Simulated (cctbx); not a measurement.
## Occupancies in K3Ti2F7

Cell a = 4.1340 Å, b = 4.1340 Å, c = 21.6570 Å, α = 90.00°, β = 90.00°, γ = 90.00°; space group I4/mmm (no. 139); nominal formula K3Ti2F7.

Simulated single-crystal data (cctbx): Cu Kα, λ = 1.54184 Å, to d = 0.83 Å, 95 % of the full sphere, strongest reflection 20000 counts, noise from counting, a 6 % proportional error and a noise floor of 8 counts (s.d.); no absorption, and some extinction, which the refinements don't model.

With every site full:

```text
Rint 0.047, 131 unique reflections to 0.83 A
cycle     R1     wR2    GooF  max shift (A)
   1  0.1181  0.2604   8.473   0.00098
   2  0.0213  0.0646   2.102   0.00006
final R1 0.0213 wR2 0.0646 GooF 2.102  parameters 17  data/parameter 7.7
atom        x        y        z      Ueq    occ   su(xyz)  su(Uiso or U11)
Ti1    0.50000  0.50000  0.40006   0.0066  1.000  0.00006  0.0006
K2     0.50000  0.50000  0.00000   0.0032  1.000  0.00000  0.0007
K3     0.50000  0.50000  0.18793   0.0021  1.000  0.00006  0.0006
F1     0.50000  0.50000  0.30234   0.0063  1.000  0.00017  0.0014
F2     0.00000  0.50000  0.09891   0.0053  1.000  0.00012  0.0013
F3     0.00000  0.00000  0.00000   0.0058  1.000  0.00000  0.0017
difference map: max 0.66 min -0.49 rms 0.11
Q1    0.0000  0.0000  0.3156    4    0.66  0.08 A from K3
Q2    0.1350  0.1350  0.0672   16    0.30  1.06 A from Ti1
Q3    0.2111  0.2111  0.0981   16    0.25  1.23 A from Ti1
Q4    0.1906  0.1906  0.0000    8    0.24  1.11 A from F3
Q5    0.2463  0.2463  0.2220   16    0.22  1.53 A from F1
Q6    0.1668  0.1668  0.3804   16    0.20  1.60 A from F2
```

With the occupancies of the suspect sites free, each still typed as its main element:

```text
Rint 0.047, 131 unique reflections to 0.83 A
cycle     R1     wR2    GooF  max shift (A)
   1  0.0663  0.1585   5.203   0.00037
  12  0.0129  0.0332   1.088   0.00001
final R1 0.0129 wR2 0.0331 GooF 1.087  parameters 19  data/parameter 6.9
atom        x        y        z      Ueq    occ   su(xyz)  su(Uiso or U11)
Ti1    0.50000  0.50000  0.40007   0.0046  0.951  0.00003  0.0003
K2     0.50000  0.50000  0.00000   0.0040  1.000  0.00000  0.0004
K3     0.50000  0.50000  0.18789   0.0053  1.044  0.00003  0.0004
F1     0.50000  0.50000  0.30230   0.0072  1.000  0.00009  0.0008
F2     0.00000  0.50000  0.09885   0.0064  1.000  0.00006  0.0007
F3     0.00000  0.00000  0.00000   0.0062  1.000  0.00000  0.0009
su of occupancy Ti1: 0.006
su of occupancy K3: 0.007
difference map: max 0.25 min -0.34 rms 0.07
Q1    0.1780  0.1780  0.0000    8    0.27  1.04 A from F3
Q2    0.1321  0.1321  0.0708   16    0.27  1.00 A from Ti1
Q3    0.2574  0.2574  0.1062   16    0.22  1.47 A from F2
Q4    0.1994  0.1994  0.2257   16    0.21  1.31 A from F1
Q5    0.1517  0.1517  0.1695   16    0.17  1.08 A from F1
Q6    0.1504  0.1504  0.4498   16    0.16  1.40 A from K2
```

**Question.** What is the disorder?

X-rays count electrons. Ti1 refines to 0.951(0.006), or 20.9 electrons; the site truly holds 0.7 Ti and 0.3 K, 21.1 electrons, which is 0.959 of Ti; K3 refines to 1.044(0.007), or 19.8 electrons; the site truly holds 0.7 K and 0.3 Ti, 19.9 electrons, which is 1.047 of K. A value under 1 can't tell vacancies from a lighter guest, and one over 1 needs a heavier guest; chemistry or a second radiation must settle which. Occupancy correlates with U and the scale, and the two elements' form factors differ in shape, so the match is approximate.

Freeing them takes R1 from 0.0213 to 0.0129 and GooF from 2.10 to 1.09.

This is a model crystal, built by substitution and not relaxed, with assumed displacement parameters.

[Middle refinement cycles are left out of these outputs.]

[Logs are printed without paths, hosts, clocks, repeated set-up lines and the standing remarks that a program may print on its own settings, such as how far it seeks lower states.]
